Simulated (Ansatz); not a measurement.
# Be (P6_3/mmc, 2 atoms in the cell): zone-centre modes under pressure, part 2 of 2

Aim: how do the optical modes of Be (P6_3/mmc, 2 atoms in the cell) move with volume?

Ansatz 0.2.0; DFT LDA, scalar-relativistic, plane waves, PAW; PAW set soft_1.

So far, highest optical mode at the zone centre (no LO-TO term) (cm⁻¹): step 5 (modes at rest) 715.

### 7. Modes of this member: 1.06 times the volume at rest

The zone-centre modes follow for 1.06 times the volume at rest.

Contents of input.yaml:

```yaml
crystal:
  lattice:
    - [2.2738323046, 0.0, 0.0]
    - [-1.1369161523, 1.9691965397, 0.0]
    - [0.0, 0.0, 3.5729733079]
  atoms:
    - { symbol: Be, position: [0.3333333333, 0.6666666667, 0.25] }
    - { symbol: Be, position: [0.6666666667, 0.3333333333, 0.75] }
kpoints:
  mp_grid: { grid: [24, 24, 12] }
hamiltonian:
  xc: lda
  pseudopotentials: { kind: paw, azcp: { folder: soft_1 }, xc_functional: pbe }
scf:
  occupations: { method: methfessel_paxton, width: 0.2 }
output:
  eigenvalues: true
phonons:
  method: dfpt
```

Launch:

```
ansatz run input.yaml --threads 4 --pin off --max-ram 10240MiB --backend cpu --events-out ev --progress --plain --runs-dir out
```

Numbers of over 12 decimals in the logs are rounded to 6 here.

Output:

```text
[...]
Crystal: 2 atoms, lattice volume = 15.998 Å³
Basis set: ecut = 420 eV, 311 PW (Γ), exchange–correlation on 32×32×48 points (8 copies of the dense FFT grid, shifted against one another)
Bands: 6, of which v1, the nominal top of the filled ones, is band 2 counted from 1 (1 counted from 0)
Symmetry: 24 space group operations
k-points: 1099 of 6912 (irreducible under 4 space group operations, time reversal used)
[...]
SCF iter   1: F=—  HF=-176.448402 eV  |F-HF|=—  |Δ(HF+E_count)|=         —  Δρ=1.45e-2  dr2=2.51e-2  ethr=3.10e-3  ⟨swp⟩=4.7  Hψ=54243  notcnv=0
[...]
SCF iter   6: F=-176.447336 eV  HF=-176.447336 eV  |F-HF|=5.68e-13  |Δ(HF+E_count)|=  4.37e-11  S|Δr|=    0.00e0  Δρ=1.77e-7  dr2=3.82e-12  ethr=1.00e-12  ⟨swp⟩=4.7  Hψ=17728  notcnv=0
SCF 1 converged in 6 iterations: F = -176.447336 eV  dr2 = 3.82e-12
[...]
SCF converged after 6 iterations
[...]
Free energy (F): -176.447336 eV
[...]
Internal energy: -176.446876 eV  (E = F + TS)
E sigma→0 (E₀):  -176.447221 eV
Entropy (-TS):   -0.000461 eV (-0.230 meV/atom)
Fermi energy:    7.783788 eV
[...]
--- Band table (eV; the first three rows and the last of 1099) ---
[...]
ASR residual: 1.847e-5 → 0.000e0 eV/Å²; symmetrization residual: 5.329e-15 eV/Å²
  ASR residual per site (eV/Å²): 1.85e-5 1.85e-5
  Γ frequencies (cm⁻¹): 0.00 0.00 0.00 456.79 456.79 660.04
[...]
```

Run time: 4.9 s. Hardware: 4 threads of Arm Neoverse V2, shared host; peak memory 0.57 GiB; 17 s of CPU time.

Numbers from this step:

```yaml
sum_rule_residual_before_enforcement: 1.85e-5 eV/Å²
highest_optical_mode_at_the_zone_centre_no_lo_to_term: 660.0 cm⁻¹
lowest_optical_zone_centre_mode: 456.8 cm⁻¹
```

Patterns of degenerate modes are one choice out of their space. Modes at Γ:

| mode | frequency (cm⁻¹) | symmetry |
| --- | --- | --- |
| 1 | 0.0 | acoustic |
| 2 | 0.0 | acoustic |
| 3 | 0.0 | acoustic |
| 4 | 456.8 | E2g |
| 5 | 456.8 | E2g |
| 6 | 660.0 | B1g |

The lowest optical mode is real, 457 cm⁻¹, and the highest lies at 660.0 cm⁻¹.

For the highest optical mode at the zone centre (no LO-TO term), step 5 gave 715 cm⁻¹; this run, with volume ratio 1.06, gives 660 cm⁻¹ (-8 %).

### 8. A member of the series: 0.9 times the volume at rest

The cell is set to 0.9 times the volume at rest, and shape and atoms relax at that volume.

input.yaml, the sections that differ from step 7:

```yaml
crystal:
  lattice:
    - [2.1481448665, 0.0, 0.0]
    - [-1.0740724333, 1.8603480254, 0.0]
    - [0.0, 0.0, 3.3990390077]
  atoms:
    - { symbol: Be, position: [0.3333333333, 0.6666666667, 0.25] }
    - { symbol: Be, position: [0.6666666667, 0.3333333333, 0.75] }
output:
  forces: true
  stress: true
  eigenvalues: true
relax:
  adjacent_minimum: "off"
  f_tol: 0.001
  max_steps: 60
  cell: { stress_tol: 0.01, fix: [volume] }
# kpoints, hamiltonian, scf: as in step 7
# phonons: removed
```

Output:

```text
[...]
Crystal: 2 atoms, lattice volume = 13.584 Å³
Basis set: ecut = 420 eV, 263 PW (Γ)
Bands: 6, of which v1, the nominal top of the filled ones, is band 2 counted from 1 (1 counted from 0)
Symmetry: 24 space group operations
[...]
k-points: 427 of 6912
[...]
P = ⅓ Tr σ = 16.4426 GPa (164.426 kbar)
--- Band table (eV; the first three rows and the last of 427) ---
[...]
--- Relaxed structure (3 steps of the walk, 3 accepted, 1 SCFs on fresh bases) ---
[...]
cell:  # Å, volume = 13.5836 Å³
    - [2.147467, 2.8858445131289475e-11, 0]
    - [-1.073733, 1.859761, 0]
    - [0, 0, 3.401186]
  atoms:
    - { symbol: Be, position: [0.333333, 0.666667, 0.250000] }
    - { symbol: Be, position: [0.666667, 0.333333, 0.750000] }
[key lines of the parts left out:]
SCF converged after 3 iterations
Free energy (F): -176.395904 eV
Fermi energy:    9.371015 eV
```

Elapsed: 2.6 s, on 4 threads; peak memory 0.33 GiB; 9.4 s of CPU time.

Little changed from the start: no atom moved by 0.005 Å and no cell edge by 0.1 %.

This step gave:

```yaml
pressure: 16.44 GPa
volume_per_atom: 6.792 Å³
```

The forces vanish by symmetry, at a pressure of 16.44 GPa.

### 9. Modes of this member: 0.9 times the volume at rest

The zone-centre modes follow for 0.9 times the volume at rest.

input.yaml, the sections that differ from step 8:

```yaml
crystal:
  lattice:
    - [2.1474665989, 0.0, 0.0]
    - [-1.0737332995, 1.8597606284, 0.0]
    - [0.0, 0.0, 3.401186489]
  atoms:
    - { symbol: Be, position: [0.3333333333, 0.6666666667, 0.25] }
    - { symbol: Be, position: [0.6666666667, 0.3333333333, 0.75] }
output:
  eigenvalues: true
phonons:
  method: dfpt
# kpoints, hamiltonian, scf: as in step 8
# relax: removed
```

Output:

```text
[...]
Crystal: 2 atoms, lattice volume = 13.584 Å³
Basis set: ecut = 420 eV, 263 PW (Γ), exchange–correlation on 30×30×48 points (8 copies of the dense FFT grid, shifted against one another)
Bands: 6, of which v1, the nominal top of the filled ones, is band 2 counted from 1 (1 counted from 0)
Symmetry: 24 space group operations
k-points: 1099 of 6912 (irreducible under 4 space group operations, time reversal used)
[...]
Free energy (F): -176.395905 eV
[...]
Internal energy: -176.395560 eV  (E = F + TS)
E sigma→0 (E₀):  -176.395819 eV
Entropy (-TS):   -0.000345 eV (-0.172 meV/atom)
Fermi energy:    9.371015 eV
[...]
--- Band table (eV; the first three rows and the last of 1099) ---
[...]
ASR residual: 4.339e-5 → 0.000e0 eV/Å²; symmetrization residual: 2.205e-11 eV/Å²
  ASR residual per site (eV/Å²): 4.34e-5 4.34e-5
  Γ frequencies (cm⁻¹): 0.00 0.00 0.00 517.93 517.93 818.93
[...]
[key lines of the parts left out:]
SCF converged after 6 iterations
```

Wall time 4.5 s (4 threads); peak memory 0.54 GiB.

Numbers from this step:

| Item | Value |
| --- | --- |
| sum-rule residual before enforcement | 4.34e-5 eV/Å² |
| highest optical mode at the zone centre (no LO-TO term) | 818.9 cm⁻¹ |
| lowest optical zone-centre mode | 517.9 cm⁻¹ |

Patterns of degenerate modes are one choice out of their space. Modes at Γ:

```
mode  frequency (cm⁻¹)  symmetry
   1               0.0  acoustic
   2               0.0  acoustic
   3               0.0  acoustic
   4             517.9       E2g
   5             517.9       E2g
   6             818.9       B1g
```

Displacements in mode 5 (517.9 cm⁻¹), the largest set to 1:
```
Be1 -1.00  0.00  0.00
Be2  1.00  0.00  0.00
```

Displacements in mode 6 (818.9 cm⁻¹), the largest set to 1:
```
Be1  0.00  0.00  1.00
Be2  0.00  0.00 -1.00
```

The lowest optical mode is real, 518 cm⁻¹, and the highest lies at 818.9 cm⁻¹.

For the highest optical mode at the zone centre (no LO-TO term), step 5 gave 715 cm⁻¹; this run, with volume ratio 0.9, gives 819 cm⁻¹ (+15 %).

### 10. The series together

The members are set side by side, also those not shown above.

Each row is one cell with its response, relaxed at fixed volume as far as symmetry leaves anything free; energies are extrapolated to zero smearing, and E0 is that at rest; shape and atoms are relaxed in each cell where symmetry leaves them free; all runs use 24×24×12 k points and Methfessel-Paxton smearing of 0.2 eV. State of the crystal along the series:

```csv
volume ratio,V (Å³/atom),pressure (GPa),E - E0 (meV/atom),first cell vector (Å),third cell vector (Å)
0.9,6.792,16.44,35.89,2.147,3.401
0.92,6.943,12.55,22.26,2.164,3.424
0.94,7.094,8.988,12.15,2.18,3.446
0.96,7.245,5.728,5.242,2.196,3.469
0.98,7.396,2.743,1.275,2.212,3.49
0.99,7.471,1.345,0.3155,2.22,3.501
1,7.546,0.006712,0,2.228,3.511
1.02,7.697,-2.503,1.193,2.243,3.532
1.04,7.848,-4.806,4.651,2.259,3.553
1.06,7.999,-6.919,10.19,2.274,3.573
```

Each mode is tracked from rest by its pattern, and modes that stay within 0.3 cm⁻¹ of each other stand once; shape and atoms are relaxed in each cell where symmetry leaves them free; all runs use 24×24×12 k points and Methfessel-Paxton smearing of 0.2 eV. Optical modes along the series:

```csv
V (Å³/atom),mode 4 E2g (cm⁻¹),mode 6 B1g (cm⁻¹)
6.792,517.9,818.9
6.943,509.5,796.8
7.094,501.4,775.4
7.245,493.5,754.6
7.396,485.8,734.5
7.471,482,724.7
7.546,478.3,715.1
7.697,470.9,696.2
7.848,463.8,677.9
7.999,456.8,660
```

From cubic fits (parabolas where under five rows exist) of ln ω and P against ln V through the rows within about 4 % of rest: γ = −d ln ω / d ln V and dω/dP = γ ω / B. Slopes at rest:

```
      mode  fitted frequency at rest (cm⁻¹)  Grüneisen parameter γ  dω/dP (cm⁻¹/GPa)
mode 4 E2g                            478.3                   0.78              2.83
mode 6 B1g                            715.1                   1.34              7.32
```

### 11. Outcome

- members: 10
- highest optical mode at the zone centre (no LO-TO term), at rest: 715.1 cm⁻¹
- bulk modulus at rest: 131 GPa
- mode 4 E2g, γ: 0.78
- mode 6 B1g, γ: 1.34

**Reading.** The series spans -6.9 to 16.4 GPa, and the slope at rest gives a bulk modulus of 131 GPa. Among the modes in the table of slopes γ runs from 0.78 (mode 4 E2g) to 1.34 (mode 6 B1g). One k mesh and one cutoff serve the ground states and modes of all volumes. These are harmonic frequencies at zero temperature: anharmonic shifts, linewidths and thermal expansion are left out. With no gap, or one that is small against the smearing, the frequencies hang on the k mesh and the smearing, most of all near Kohn anomalies. The PAW files were made for PBE; the program adapts parts of them to the functional of the run, but their partial waves stay those of PBE, an approximation that was not tested in this session. Only the zone centre was solved, so an instability at another wavevector cannot show here.

[Logs are printed without paths, hosts, clocks, repeated set-up lines and the standing remarks that a program may print on its own settings, such as how far it seeks lower states.]

[Hosts, paths, dates, database ids (printed as entryN), source tags and the programs' standing remarks are cut or masked in the printed files.]
